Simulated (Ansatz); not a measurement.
# Core levels in a random alloy: Mg3Sc (Sc on 25 % of the Mg sites, one arrangement), part 3 of 4

Aim: core-level shifts of both metals in Mg3Sc (Sc on 25 % of the Mg sites, one arrangement), site by site.

Ansatz 0.2.0; DFT, r2SCAN, plane-wave PAW, default files, scalar-relativistic.

So far: The structure; Relaxation; Valence states.

**3. Valence states (continued)**

Window up to 2.3 eV. Shell moments, by row:

```
element  shell  occupied states an atom  centre of occupied part (eV)  rms width of occupied part (eV)  centre up to the window's top (eV)  rms width up to the window's top (eV)
     Mg     3s                    1.301                        -3.471                            2.187                              -2.983                                  2.535
     Mg    3p*                    0.433                         -1.13                           0.9769                              0.1016                                  1.428
     Sc     4s                    1.229                        -3.083                            2.338                              -2.487                                  2.651
     Sc     3p                    5.979                        -29.58                           0.1103                              -29.58                                 0.1103
     Sc    4p*                   0.4496                        -1.212                            1.089                             0.04333                                  1.499
     Sc     3d                    2.136                        -1.142                             1.68                              0.5455                                  1.551
```

Table of broadened DOS, unweighted empty DOS by E, zero at the Fermi level; read off at these points:

E (eV), broadened DOS, unweighted empty DOS (states/eV/cell) and a bar:
```
    -0.93        0.0 
    -0.82        0.0 
    -0.72        0.0 
    -0.62        0.0 
    -0.53        0.1 
    -0.42        0.3 #
    -0.33        0.9 ##
    -0.23        2.0 ####
    -0.12        3.8 ########
    -0.03        6.0 #############
     0.07        8.4 ###################
     0.17       10.3 #######################
     0.28       11.7 ##########################
     0.38       12.5 ############################
     0.47       12.8 ############################
     0.57       12.9 ############################
     0.68       12.6 ############################
     0.78       12.2 ###########################
     0.88       11.6 #########################
     0.97       11.0 ########################
     1.07       10.6 #######################
     1.18       10.5 #######################
     1.27       10.7 ########################
     1.38       11.1 ########################
     1.48       11.7 ##########################
     1.57       12.3 ###########################
     1.68       13.0 #############################
     1.77       13.6 ##############################
```

Recipe: projected DOS times atomic cross section and asymmetry factor (unpolarised light, 54.7° from the beam), occupied states only, Fermi edge at 20 K, a Lorentzian width of 0.05 eV growing by 0.05 eV per eV of binding energy, and a resolution of 0.1 eV. Curves are cut 10 eV under the photon energy, above any shell that the free atom's threshold puts out of reach, or at the lower edge of the window: 11.2 eV at 21.2 eV, 28.5 eV at 40.8 eV, 30 eV at 1486.7 eV, 30 eV at 5414.7 eV and 30 eV at 8047.8 eV. A star in tables and legends marks shells that hold the states left over by the projection (11.5 % of the filled ones), a stand-in for orbitals that the files don't project on. Matrix elements of the solid and inelastic losses aren't modelled, nor non-dipole terms, which matter above 3 keV.

Share of each shell in the spectrum's area (%), by photon energy:

```
shell  21.2 eV  40.8 eV  1486.7 eV  5414.7 eV  8047.8 eV
Mg 3s      6.7      7.5       10.2       16.6       19.3
Sc 4s      1.4      1.7        3.5        9.0       11.8
Sc 3p      0.0      0.0       84.0       73.6       68.3
Sc 3d     90.9     89.3        1.8        0.4        0.2
```

States with weight above 0.08 nearest the zero at Γ of the zone, within the window kept, -6.9 to 2.6 eV (levels that the program groups as degenerate share a row):

```
E (eV)  weight, total
 -1.25           0.84
 -1.24           0.77
  1.03           0.09
  1.44           0.12
  1.74           0.12
  1.84           0.09
  1.96           0.15
  2.10           0.14
  2.20           0.10
  2.42           0.15
```

States with weight above 0.08 nearest the zero at M of the zone, within the window kept, -6.9 to 2.6 eV (levels that the program groups as degenerate share a row):

```
E (eV)  weight, total
 -1.81           0.78
 -1.76           0.17
  0.17           0.11
  0.56           0.20
  0.65           0.21
  1.20           0.24
  1.41           0.14
  1.55           0.08
  1.74           0.09
  1.85           0.16
```

States with weight above 0.08 nearest the zero at K of the zone, within the window kept, -6.9 to 2.6 eV (levels that the program groups as degenerate share a row):

```
E (eV)  weight, total
 -1.42           0.09
 -1.03           0.38
 -0.76           0.59
 -0.65           0.59
 -0.46           0.50
  0.36           0.10
  0.57           0.15
  0.71           0.15
  0.91           0.11
  1.12           0.25
```

States with weight above 0.08 nearest the zero at A of the zone, within the window kept, -6.9 to 2.6 eV (levels that the program groups as degenerate share a row):

```
E (eV)  weight, total
 -5.36           0.85
 -4.27           0.13
  0.18           0.10
  0.93           0.10
  1.29           0.14
  1.46           0.10
  1.63           0.08
  2.09           0.09
  2.29           0.10
  2.61           0.14
```

The largest force component on a free atom is 0.003 eV/Å, so the atoms are at rest for these settings too. At the Fermi level the DOS is 13.87 states/eV a cell.

**4. Core holes**

XPS shifts tell sites apart. Each chosen atom gets a core hole in a self-consistent pass of its own.

The input, input.yaml:

```yaml
crystal:
  lattice:
    - [-4.8762749472, 2.8223545457, 5.2290818568]
    - [-4.8493494377, 2.7675970681, -5.175110234]
    - [-3.1931054013, -5.55617746, -5.222968487]
  atoms:
    - { symbol: Mg, position: [0.6277724433, 0.873068815, 0.7558397171] }
    - { symbol: Mg, position: [0.1274536169, 0.373945017, 0.7507647071] }
    - { symbol: Sc_h, position: [0.2437505319, 0.7468503924, 0.5045695283] }
    - { symbol: Mg_h, position: [0.742801771, 0.2495925047, 0.4898512101] }
    - { symbol: Sc_h, position: [0.8793834153, 0.6242842003, 0.2551998591] }
    - { symbol: Mg, position: [0.3713694819, 0.1160709078, 0.2510872982] }
    - { symbol: Mg, position: [0.5013387739, 0.502726422, 0.006506763] }
    - { symbol: Sc, position: [-0.0038060384, -0.0018354088, -0.0055385966] }
    - { symbol: Mg, position: [0.8313803165, 0.8322196727, 0.5038300176] }
    - { symbol: Mg_h, position: [0.3368961722, 0.335317201, 0.4968620637] }
    - { symbol: Mg, position: [0.4560985362, 0.7134303987, 0.2510834452] }
    - { symbol: Mg_h, position: [0.9599011004, 0.2057311506, 0.2418195508] }
    - { symbol: Mg, position: [0.0873811662, 0.5810671009, -0.0027418482] }
    - { symbol: Sc_h, position: [0.5888179171, 0.0848645259, 0.0022676116] }
    - { symbol: Mg, position: [0.709317609, 0.4599504137, 0.7527942349] }
    - { symbol: Mg, position: [0.206809853, 0.9693833524, 0.7458044381] }
kpoints:
  mp_grid: { grid: [4, 4, 4] }
scf:
  occupations: { method: fermi_dirac, width: 0.08 }
  n_extra_bands: 16
hamiltonian:
  xc: r2scan
  pseudopotentials: { kind: paw }
output:
  forces: true
  core_levels:
    shells: { Mg_h: "2p", Sc_h: "2p" }
    counted_from: fermi_level
    add_spin: false
```

The run is started by

```bash
> ansatz run input.yaml --threads 4 --pin off --max-ram 14336MiB --backend cpu --events-out ev --progress --plain --runs-dir out
```

Numbers of over 12 decimals in the logs are rounded to 6 here.

Output:

```text
[...]
Crystal: 16 atoms, lattice volume = 372.955 Å³
Basis set: ecut = 500 eV, 9449 PW (Γ), exchange–correlation on 240×240×256 points (64 copies of the dense FFT grid, shifted against one another)
Bands: 98, of which v1, the nominal top of the filled ones, is band 82 counted from 1 (81 counted from 0)
Symmetry: 1 space group operations
[...]
k-points: 36 of 64 (time reversal used)
[...]
SCF iter   1: F=—  HF=-31679.166515 eV  |F-HF|=—  |Δ(HF+E_count)|=         —  Δρ=1.13e-2  dr2=7.68e-1  dr2_τ=1.32e-2  ethr=1.77e-3  ⟨swp⟩=6.1  Hψ=12098  notcnv=0
[...]
SCF iter   9: F=-31679.188934 eV  HF=-31679.188934 eV  |F-HF|=2.45e-8  |Δ(HF+E_count)|=   9.70e-8  Δρ=3.44e-6  dr2=7.79e-8  dr2_τ=3.93e-9  ethr=6.10e-11  ⟨swp⟩=4.4  Hψ=12429  notcnv=0
SCF 1 converged in 9 iterations: F = -31679.188934 eV  dr2 = 7.79e-8
[...]
── core hole 1/6: 2p of Sc_h 2 ──
── 2p of Sc_h 2: 402.399 eV over the cell without the hole, in 15 iterations ──
── core hole 2/6: 2p of Mg_h 3 ──
── 2p of Mg_h 3: 50.859 eV over the cell without the hole, in 12 iterations ──
── core hole 3/6: 2p of Sc_h 4 ──
── 2p of Sc_h 4: 402.375 eV over the cell without the hole, in 16 iterations ──
── core hole 4/6: 2p of Mg_h 9 ──
── 2p of Mg_h 9: 50.888 eV over the cell without the hole, in 12 iterations ──
── core hole 5/6: 2p of Mg_h 11 ──
── 2p of Mg_h 11: 50.606 eV over the cell without the hole, in 12 iterations ──
── core hole 6/6: 2p of Sc_h 13 ──
── 2p of Sc_h 13: 402.456 eV over the cell without the hole, in 15 iterations ──
SCF converged after 9 iterations
Free energy (F): -31679.188934 eV
[...]
Internal energy: -31678.907600 eV  (E = F + TS)
E sigma→0 (E₀):  -31679.048267 eV
Entropy (-TS):   -0.281335 eV (-17.583 meV/atom)
Fermi energy:    6.534010 eV
[...]
--- Forces (eV/Å), atoms counted from 1 ---
  atom   1  Mg       0.00138577     0.00080247    -0.00120268
  atom   2  Mg      -0.00024030    -0.00175474     0.00076773
  atom   3  Sc_h    -0.00010744     0.00146962     0.00173391
  atom   4  Mg_h     0.00143746     0.00051713     0.00028132
  atom   5  Sc_h     0.00137484    -0.00065344    -0.00047492
  atom   6  Mg      -0.00004578    -0.00166010    -0.00249131
  atom   7  Mg       0.00025091    -0.00019050    -0.00007165
  atom   8  Sc      -0.00251374    -0.00200948    -0.00236009
  atom   9  Mg      -0.00046712    -0.00029829     0.00042014
  atom  10  Mg_h     0.00042717     0.00233216    -0.00005072
  atom  11  Mg       0.00129494    -0.00057360    -0.00072885
  atom  12  Mg_h    -0.00123716    -0.00005308     0.00171546
  atom  13  Mg      -0.00054967    -0.00078074    -0.00028493
  atom  14  Sc_h     0.00074632     0.00228315     0.00256096
  atom  15  Mg      -0.00156836     0.00071058    -0.00028364
  atom  16  Mg      -0.00015846    -0.00016026     0.00049002
  max |Σ_I F_I| component: 2.94e-5 eV/Å
--- Band table (eV; the first three rows and the last of 36) ---
  k-point 0: bands = [... 78 lower, 5.2908, 6.4510, 6.5127, 6.6281, 6.8346, 7.0258, 7.1414, 7.3098, ... 12 higher]
  k-point 1: bands = [... 78 lower, 5.6479, 6.0603, 6.1131, 6.3452, 6.6520, 6.8421, 6.9423, 7.0778, ... 12 higher]
  k-point 2: bands = [... 78 lower, 5.7081, 5.8155, 5.9665, 5.9857, 6.0550, 6.2152, 6.3338, 6.5638, ... 12 higher]
  k-point 35: bands = [... 78 lower, 6.1080, 6.3116, 6.4196, 6.5172, 6.5686, 6.7096, 6.8637, 7.0156, ... 12 higher]
--- Core levels from the Fermi level (as output.core_levels.counted_from types it; a hole's nearest image at 7.6 Å) ---
  the holes have no spin, as output.core_levels.add_spin types it
  atom         alike  shell      binding/eV   shift/eV difference/eV images/eV   SCF
  Sc_h 2           1     2p         402.399     +0.000       402.399         –    15
  Mg_h 3           1     2p          50.859     +0.000        50.859         –    12
  Sc_h 4           1     2p         402.375     -0.024       402.375         –    16
  Mg_h 9           1     2p          50.888     +0.030        50.888         –    12
  Mg_h 11          1     2p          50.606     -0.253        50.606         –    12
  Sc_h 13          1     2p         402.456     +0.057       402.456         –    15
  the dataset of Sc_h with a 2p hole: scattering error 0.004 eV; free atom: scalar-relativistic, large and small components
  the two lines of Sc_h's 2p: 2p1/2 +3.005 eV and 2p3/2 -1.503 eV off its levels, 1 : 2 in strength
  the dataset of Mg_h with a 2p hole: scattering error 0.005 eV (0.000 eV in the local channel); free atom: scalar-relativistic, large and small components
  the two lines of Mg_h's 2p: 2p1/2 +0.179 eV and 2p3/2 -0.090 eV off its levels, 1 : 2 in strength
```

Run time: 18 min. Hardware: 4 threads of Intel Xeon at 2.50GHz (Skylake/Cascade Lake), shared host; peak memory 2.6 GiB.

Each level is the free energy with the hole less that without it. The electron goes to the Fermi level, so the difference is a binding energy from E_F. The hole's nearest image is 7.6 Å away, and the holes carry no spin, so absolute levels are rough.

```
atom  region  shell  level (eV)  shift (eV)     j lines (eV)  doubts
 Sc3       -     2p      402.40       -0.06  405.40 / 400.90       -
 Mg4       -     2p       50.86       +0.25    51.04 / 50.77       -
 Sc5       -     2p      402.38       -0.08  405.38 / 400.87       -
Mg10       -     2p       50.89       +0.28    51.07 / 50.80       -
Mg12       -     2p       50.61       +0.00    50.79 / 50.52       -
Sc14       -     2p      402.46       +0.00  405.46 / 400.95       -
```

Levels of p, d and f shells are means over their two j lines, weighted by degeneracy; the splitting comes from the atom's own solve. Shifts count from the last listed atom of each element.

The intensity has structure finer than the step of the table below, so its rows give means over 0.25 eV, whole bins alone (the curve runs from 399 to 407 eV). Peaks (eV: height): 400.897: 100, 405.405: 50.0.

The Sc 2p lines of the listed atoms alone (other atoms of the cell aren't counted), as Gaussians 0.3 eV wide, no depth weighting. The intensity by Sc 2p level; means over each step:

```
Sc 2p level (eV)  intensity (%)
          400.25        0.00383
          400.50           2.24
          400.75           51.4
          401.00           72.2
          401.25           6.77
          401.50         0.0284
          401.75              0
          402.00              0
          402.25              0
          402.50              0
          402.75              0
          403.00              0
          403.25              0
          403.50              0
          403.75              0
          404.00              0
          404.25              0
          404.50              0
          404.75        0.00150
          405.00          0.954
          405.25           24.4
          405.50           37.2
          405.75           3.77
          406.00         0.0185
          406.25              0
```

The Mg 2p lines of the listed atoms alone (other atoms of the cell aren't counted), as Gaussians 0.8 eV wide, no depth weighting. The intensity by Mg 2p level; read off at these points:

```
Mg 2p level (eV)  intensity (%)
           49.10        0.00456
           49.20         0.0152
           49.30         0.0462
           49.40          0.130
           49.50          0.339
           49.60          0.815
           49.70           1.81
           49.80           3.72
           49.90           7.10
           50.00           12.6
           50.10           20.7
           50.20           31.9
           50.30           45.7
           50.40           61.1
           50.50           76.4
           50.60           89.3
           50.70           97.7
           50.78          100.0
           50.80           99.9
           50.90           95.6
           51.00           85.6
           51.10           71.7
           51.20           56.1
           51.30           41.1
           51.40           28.1
           51.50           17.9
           51.60           10.6
           51.70           5.86
           51.80           3.00
           51.90           1.43
           52.00          0.629
           52.10          0.256
           52.20         0.0962
           52.30         0.0333
           52.40         0.0107
           52.50        0.00314
```

(Continued in part 4 of 4.)

[Logs are printed without paths, hosts, clocks, repeated set-up lines and the standing remarks that a program may print on its own settings, such as how far it seeks lower states.]

[Hosts, paths, dates, database ids (printed as entryN), source tags and the programs' standing remarks are cut or masked in the printed files.]

[Maps of the electrostatic potential energy from Ansatz leave out the sawtooth potential of an applied field or a dipole correction, so their vacuum need not be flat; work functions include it.]
